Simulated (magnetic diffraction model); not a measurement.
**Which magnetic order? Li2MnCl5**

Space group P2_1 (no. 4), a = 7.3000 Å, b = 14.4580 Å, c = 7.7420 Å, β = 96.18°.

| site | atom | x | y | z |
| --- | --- | --- | --- | --- |
| 2a | Mn | 0.5488 | 0.6330 | 0.1350 |
| 2a | Mn | 0.1452 | 0.3684 | 0.5024 |
| 2a | Cl | 0.3182 | 0.6854 | 0.9349 |
| 2a | Cl | 0.2209 | 0.1400 | 0.0935 |
| 2a | Cl | 0.4617 | 0.4747 | 0.0487 |
| 2a | Cl | 0.6256 | 0.7852 | 0.2156 |
| 2a | Cl | 0.0354 | 0.9169 | 0.2601 |
| 2a | Cl | 0.9771 | 0.4053 | 0.1924 |
| 2a | Cl | 0.4238 | 0.3063 | 0.3546 |
| 2a | Cl | 0.0226 | 0.7296 | 0.5231 |
| 2a | Cl | 0.3150 | 0.0709 | 0.5798 |
| 2a | Cl | 0.2691 | 0.5244 | 0.5300 |
| 2a | Li | 0.8607 | 0.8258 | 0.0051 |
| 2a | Li | 0.6643 | 0.3541 | 0.1786 |
| 2a | Li | 0.4958 | 0.1342 | 0.3370 |
| 2a | Li | 0.0197 | 0.0894 | 0.3223 |

This is a made-up structure (elements placed in a structure type, unrelaxed), so the numbers test the method and describe no known phase.

Only Mn is taken to order (form factors of Mn3+); orders and moment sizes are assumed, and not adapted to the symmetry. Radiation: neutrons of λ = 2.567 Å, 3° to 35°; isotropic B of 0.21 Å² (Mn), 0.26 Å² (Cl) and 0.34 Å² (Li). Simulated constant-wavelength pattern: nuclear and magnetic terms add, the magnetic one as |2.695 fm × Σ f S⊥ exp(2πi Q·r) exp(−B s²)|², summed over all Q at one angle with the factor 1/(sin²θ cos θ). For collinear order S is the moment m, which repeats by lattice and centring translations R with the sign exp(−2πi k·R). Free-ion form factors, Sears's scattering lengths of 1992, no absorption; a label names one of the reflections at its angle. The strongest nuclear line in the range is 100, and lines under 0.2 are left out.

Above the ordering temperature:

```tsv
2θ (°)	index	I
19.20	(0 0 1)	7.1
20.37	(1 0 0)	8.7
20.45	(0 2 0)	4.5
21.78	(0 1 1)	57.9
22.83	(1 1 0)	100.0
26.55	(1 0 -1)	85.8
28.20	(0 2 1)	9.9
28.50	(1 1 -1)	17.9
29.03	(1 2 0)	5.2
29.64	(1 0 1)	2.6
31.42	(1 1 1)	25.3
33.75	(1 2 -1)	77.0
```

Below it (cell unchanged):

| 2θ (°) | I |
| --- | --- |
| 19.20 | 19.5 |
| 20.37 | 20.1 |
| 20.45 | 5.8 |
| 21.78 | 139.4 |
| 22.83 | 202.9 |
| 26.55 | 232.2 |
| 28.20 | 186.7 |
| 28.50 | 116.8 |
| 29.03 | 158.9 |
| 29.64 | 38.1 |
| 31.42 | 103.8 |
| 33.75 | 81.2 |

**Question.** Find the propagation vector, then choose among these models:
A. collinear moments along [100], 3.43 μB on Mn; signs + at (0.5488, 0.6330, 0.1350), + at (0.1452, 0.3684, 0.5024), + at (0.8548, 0.8684, 0.4976), + at (0.4512, 0.1330, 0.8650)
B. collinear moments along [111], 3.43 μB on Mn; signs + at (0.5488, 0.6330, 0.1350), + at (0.1452, 0.3684, 0.5024), + at (0.8548, 0.8684, 0.4976), + at (0.4512, 0.1330, 0.8650)
C. collinear moments along [100], 3.43 μB on Mn; signs + at (0.5488, 0.6330, 0.1350), + at (0.1452, 0.3684, 0.5024), − at (0.8548, 0.8684, 0.4976), − at (0.4512, 0.1330, 0.8650)
D. collinear moments along [111], 3.43 μB on Mn; signs + at (0.5488, 0.6330, 0.1350), + at (0.1452, 0.3684, 0.5024), − at (0.8548, 0.8684, 0.4976), − at (0.4512, 0.1330, 0.8650)

No line moves, and magnetic intensity falls on nuclear lines such as the one at 28.20°, so the magnetic cell equals the chemical primitive cell: k = 0.

Magnetic intensity, observed (below minus above) and for each model:

| 2θ (°) | index | observed | A | B | C | D |
| --- | --- | --- | --- | --- | --- | --- |
| 10.19 | (0 1 0) | <0.2 | <0.2 | <0.2 | 902.3 | 294.1 |
| 21.78 | (0 1 1) | 81.5 | 116.0 | 81.5 | 320.1 | 224.8 |
| 22.83 | (1 1 0) | 102.9 | 29.7 | 102.9 | 54.4 | 188.1 |
| 26.55 | (1 0 -1) | 146.4 | 60.6 | 146.4 | 2.0 | 4.7 |
| 28.20 | (0 2 1) | 176.8 | 320.1 | 176.8 | 68.4 | 37.8 |
| 29.03 | (1 2 0) | 153.7 | 135.3 | 153.7 | 66.0 | 75.0 |
| 30.89 | (0 3 0) | <0.2 | <0.2 | <0.2 | 121.1 | 39.5 |
| 33.75 | (1 2 -1) | 4.2 | 3.6 | 4.2 | 82.2 | 97.1 |

Model B matches.

The absence at (0 1 0) is telling: the sublattices cancel there.

The structure used: k = (0 0 0), collinear moments along [111], 3.43 μB on Mn; signs + at (0.5488, 0.6330, 0.1350), + at (0.1452, 0.3684, 0.5024), + at (0.8548, 0.8684, 0.4976), + at (0.4512, 0.1330, 0.8650).

[Logs are printed without paths, hosts, clocks, repeated set-up lines and the standing remarks that a program may print on its own settings, such as how far it seeks lower states.]
